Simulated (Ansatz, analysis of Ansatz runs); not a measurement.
# N-H pair in ZnSe: local vibrational mode, r2SCAN, part 2 of 2

Aim: the local vibrational mode of the N-H pair in ZnSe, to be set beside the measurement. Set-up: r2SCAN, 64-site cell, r2SCAN lattice, 500 eV, k: the single point 1/4 1/4 1/4. The model is a cell of 64 host atoms with N put on another atom's site and H put in between. The frequencies come from force constants among the defect atom and its neighbours, with the masses of the isotopes named. A meta-GGA costs about twice a GGA and mends lattice constants and part of the gap.

Ansatz 0.2.0; r2SCAN, 64-site cell, r2SCAN lattice, 500 eV, k: the single point 1/4 1/4 1/4.

So far. Step 2 (Relaxation, charge 0): Neighbours of the added atoms: H65: N16 1.03, Zn12 2.43, Zn42 2.45 Å.

## 3. Local vibrational modes

A local mode lives on the defect and the atoms next to it, so only the sites listed in the input are displaced, which costs far fewer SCF runs than the whole cell would.

This step: plane-wave PAW DFT, r2SCAN; finite-displacement force constants among the atoms nearest to a defect, the others at rest.

modes/input.yaml

```yaml
crystal:
  lattice:
    - [11.33171301, 0.0, 0.0]
    - [0.0, 0.0, -11.33171301]
    - [0.0, 11.33171301, 0.0]
  atoms:
    - { symbol: Zn, position: [-0.000227693, -0.000114142, -0.000975975] }
    - { symbol: Zn, position: [-0.004468312, 0.249917368, 0.245696401] }
    - { symbol: Zn, position: [0.249790656, -0.004344252, 0.245698716] }
    - { symbol: Zn, position: [0.249556775, 0.249711684, -0.002963117] }
    - { symbol: Se, position: [0.124807661, 0.124938677, 0.123956958] }
    - { symbol: Se, position: [0.121518856, 0.377096825, 0.371693165] }
    - { symbol: Se, position: [0.376966377, 0.121672603, 0.37169333] }
    - { symbol: Se, position: [0.374853566, 0.374974076, 0.123300355] }
    - { symbol: Zn, position: [-0.004457817, -0.004345447, 0.499952949] }
    - { symbol: Zn, position: [-0.000338456, 0.255142924, 0.751932595] }
    - { symbol: Zn, position: [0.255005617, -0.000131945, 0.75190238] }
    - { symbol: Zn, position: [0.216039872, 0.216156739, 0.466197829] }
    - { symbol: Se, position: [0.121514114, 0.121681043, 0.627130178] }
    - { symbol: Se, position: [0.131953051, 0.377673404, 0.868788391] }
    - { symbol: Se, position: [0.37753539, 0.132098699, 0.868838739] }
    - { symbol: "N", position: [0.391946399, 0.391962407, 0.642076497] }
    - { symbol: Zn, position: [0.004207292, 0.498767338, -0.002808558] }
    - { symbol: Zn, position: [-0.000222968, 0.748986894, 0.249942363] }
    - { symbol: Zn, position: [0.255014676, 0.501886116, 0.249841254] }
    - { symbol: Zn, position: [0.25017416, 0.748075501, -0.001908372] }
    - { symbol: Se, position: [0.125928585, 0.623987344, 0.125402208] }
    - { symbol: Se, position: [0.124829282, 0.873897686, 0.374992507] }
    - { symbol: Se, position: [0.377542162, 0.61874094, 0.382132433] }
    - { symbol: Se, position: [0.376479317, 0.872799061, 0.12285433] }
    - { symbol: Zn, position: [-0.000347657, 0.501887076, 0.505181259] }
    - { symbol: Zn, position: [0.004222715, 0.747163538, 0.748815196] }
    - { symbol: Zn, position: [0.278006797, 0.485999073, 0.736071128] }
    - { symbol: Zn, position: [0.249584709, 0.746946392, 0.499758612] }
    - { symbol: Se, position: [0.131947412, 0.61874045, 0.627712446] }
    - { symbol: Se, position: [0.125942662, 0.875393647, 0.874002575] }
    - { symbol: Se, position: [0.376397457, 0.623654504, 0.873674604] }
    - { symbol: Se, position: [0.374830262, 0.873311684, 0.624998349] }
    - { symbol: Zn, position: [0.498628375, 0.004328122, -0.002789882] }
    - { symbol: Zn, position: [0.501751726, 0.25513411, 0.249859137] }
    - { symbol: Zn, position: [0.748846501, -0.000121191, 0.2499339] }
    - { symbol: Zn, position: [0.747964976, 0.250305943, -0.001865402] }
    - { symbol: Se, position: [0.623847505, 0.126057884, 0.125411131] }
    - { symbol: Se, position: [0.618649616, 0.377655956, 0.382113914] }
    - { symbol: Se, position: [0.873793953, 0.124927622, 0.374966693] }
    - { symbol: Se, position: [0.872696717, 0.376617897, 0.122859333] }
    - { symbol: Zn, position: [0.501742917, -0.000130776, 0.50517929] }
    - { symbol: Zn, position: [0.486006613, 0.278129855, 0.73617777] }
    - { symbol: Zn, position: [0.747038961, 0.004322916, 0.748790514] }
    - { symbol: Zn, position: [0.746890104, 0.249691756, 0.4997227] }
    - { symbol: Se, position: [0.618671933, 0.132099502, 0.627703853] }
    - { symbol: Se, position: [0.623573148, 0.37656466, 0.873744231] }
    - { symbol: Se, position: [0.875236228, 0.126048285, 0.874023891] }
    - { symbol: Se, position: [0.873116429, 0.374981572, 0.625024717] }
    - { symbol: Zn, position: [0.502055163, 0.502215144, 0.000600819] }
    - { symbol: Zn, position: [0.498636894, 0.747162731, 0.254394723] }
    - { symbol: Zn, position: [0.7470275, 0.498766075, 0.254356309] }
    - { symbol: Zn, position: [0.750352649, 0.750473066, 0.000515477] }
    - { symbol: Se, position: [0.625538874, 0.62569783, 0.12715023] }
    - { symbol: Se, position: [0.623832816, 0.87538718, 0.376116274] }
    - { symbol: Se, position: [0.875228502, 0.623990544, 0.376086153] }
    - { symbol: Se, position: [0.875121822, 0.875253022, 0.125292837] }
    - { symbol: Zn, position: [0.485972174, 0.486007418, 0.528165628] }
    - { symbol: Zn, position: [0.502052313, 0.750617759, 0.752229002] }
    - { symbol: Zn, position: [0.750418862, 0.502217407, 0.752232226] }
    - { symbol: Zn, position: [0.747936042, 0.748079958, 0.500348473] }
    - { symbol: Se, position: [0.623521215, 0.623671857, 0.626579983] }
    - { symbol: Se, position: [0.62555046, 0.877118127, 0.875725516] }
    - { symbol: Se, position: [0.876986317, 0.625691909, 0.875712707] }
    - { symbol: Se, position: [0.872694112, 0.872809697, 0.626647184] }
    - { symbol: H, position: [0.339736534, 0.339680147, 0.589863087] }
basis:
  ecutwfc: 500
  xc_grid: 2
hamiltonian:
  xc: r2scan
kpoints:
  mp_grid: { grid: [1, 1, 1], shift: [0.25, 0.25, 0.25] }
scf:
  occupations: { method: fermi_dirac, width: 0.01 }
  max_iter: 120
output: {}
checkpoint:
  read: "../relax.run"
phonons:
  supercell: [1, 1, 1]
  displaced_sites: [11, 15, 26, 41, 64]
```

Launch:

```
$ ansatz run input.yaml --threads 4 --pin off --max-ram 7536MiB --backend cpu --events-out ev --progress --plain --runs-dir out
```

Numbers of over 12 decimals in the logs are rounded to 6 here.

The program printed:

```text
[...]
Warning: basis.xc_grid 2: finite-displacement phonons take 5 at the least, and a number is run as typed, so the frequencies can be off [figures from the program's tests cut]
[...]
Crystal: 65 atoms, lattice volume = 1455.079 Å³
Basis set: ecut = 500 eV, 37073 PW (Γ), exchange–correlation on 180×180×180 points (8 copies of the dense FFT grid, shifted against one another)
Bands: 532, of which v1, the nominal top of the filled ones, is band 443 counted from 1 (442 counted from 0)
Symmetry: 1 space group operations
k-points: 1
[...]
SCF iter   5: F=-276696.862620 eV  HF=-276696.862620 eV  |F-HF|=5.82e-11  |Δ(HF+E_count)|=  1.75e-10  Δρ=3.11e-8  dr2=1.50e-11  dr2_τ=4.34e-11  ethr=1.00e-12  ⟨swp⟩=4.0  Hψ=1672  notcnv=0
SCF 1 converged in 5 iterations: F = -276696.862620 eV  dr2 = 1.50e-11
[...]
SCF 2 converged in 2 iterations: F = -276696.862620 eV  dr2 = 7.22e-12
[...]
symmetry images taken by strict's conditions (phonons.symmetry_images: auto; settled by no image being taken that strict refuses)
  force constants formed among 5 of 65 sites (Zn 11, N 15, Zn 26, Zn 41, H 64); the other 60 at rest. The modes move the named sites alone.
  the frequencies, the zero-point energy and the sums are of the block with the acoustic sum rule laid on its rows. Row sums over every site: 1.3e-2 eV/Å² at the most
  transpose residual: 1.8e-4 eV/Å²
  largest component of a force at the reference: 2.0e-3 eV/Å on a named site, 2.7e-3 eV/Å on a site at rest
  frequencies among the named sites at Γ of the cell (cm⁻¹): 90.77 109.65 127.34 128.06 138.36 139.76 177.57 197.79 197.92 378.73 501.01 515.12 811.60 812.68 3357.30
  unstable modes among the named sites: 0
  frequencies as built, with no sum rule (cm⁻¹): 90.94 109.50 127.14 127.94 138.29 139.69 177.52 197.88 198.00 378.68 500.93 515.10 811.65 812.76 3357.32
  zero-point energy: 0.476327 eV/cell   skipped modes (ω ≤ 0): 0
  not written: the harmonic force-constant file, the file of eigenvectors (these modes' are written with the force constants), the density of states and the dispersion, which are of every site
[key lines of the parts left out:]
SCF converged after 2 iterations
Free energy (F): -276696.862620 eV
Fermi energy:    7.588565 eV
```

Run time: 42 min. Hardware: 4 threads of Arm Neoverse V2, shared host; peak memory 5.3 GiB; 2.7 h of CPU time.

This step gave:

```yaml
free_energy: -276696.8626 eV
```

The modes with the largest weight on the probed atoms (the light atom of a pair), for the masses of each isotope. Modes of the displaced atoms (local only where they lie over the host's phonons):

| isotopes | mode (cm⁻¹) | share of the defect atoms |
| --- | --- | --- |
| H | 3358 | 0.936 |
| H | 812.7 | 0.895 |
| H | 811.7 | 0.897 |
| D | 2451 | 0.877 |
| D | 624.9 | 0.534 |
| D | 622.6 | 0.555 |

## 4. Outcome

* distance from the defect atom to its nearest neighbour: 1.025 Å
* N-H stretch, 1H: 3358 cm⁻¹
* N-H wag, 1H: 812 cm⁻¹
* time of the whole chain: 51 min on 4 threads

**Reading.** N-H stretch, 1H: computed 3358 cm⁻¹, measured 3194 cm⁻¹; 164 cm⁻¹ (5 %) above the measurement. N-H wag, 1H: computed 812 cm⁻¹, measured 783 cm⁻¹; 29 cm⁻¹ (4 %) above the measurement. The computed value is harmonic, while the measured line is the anharmonic fundamental, which for X–H stretches usually lies a few per cent lower. Only the named neighbours move, so modes near the host's band are approximate.

[Logs are printed without paths, hosts, clocks, repeated set-up lines and the standing remarks that a program may print on its own settings, such as how far it seeks lower states.]

[Hosts, paths, dates, database ids (printed as entryN), source tags and the programs' standing remarks are cut or masked in the printed files.]

[For some hosts the program warned that the k-mesh of the response run may be too coarse for force constants and the static dielectric constant; such warnings are not shown here.]
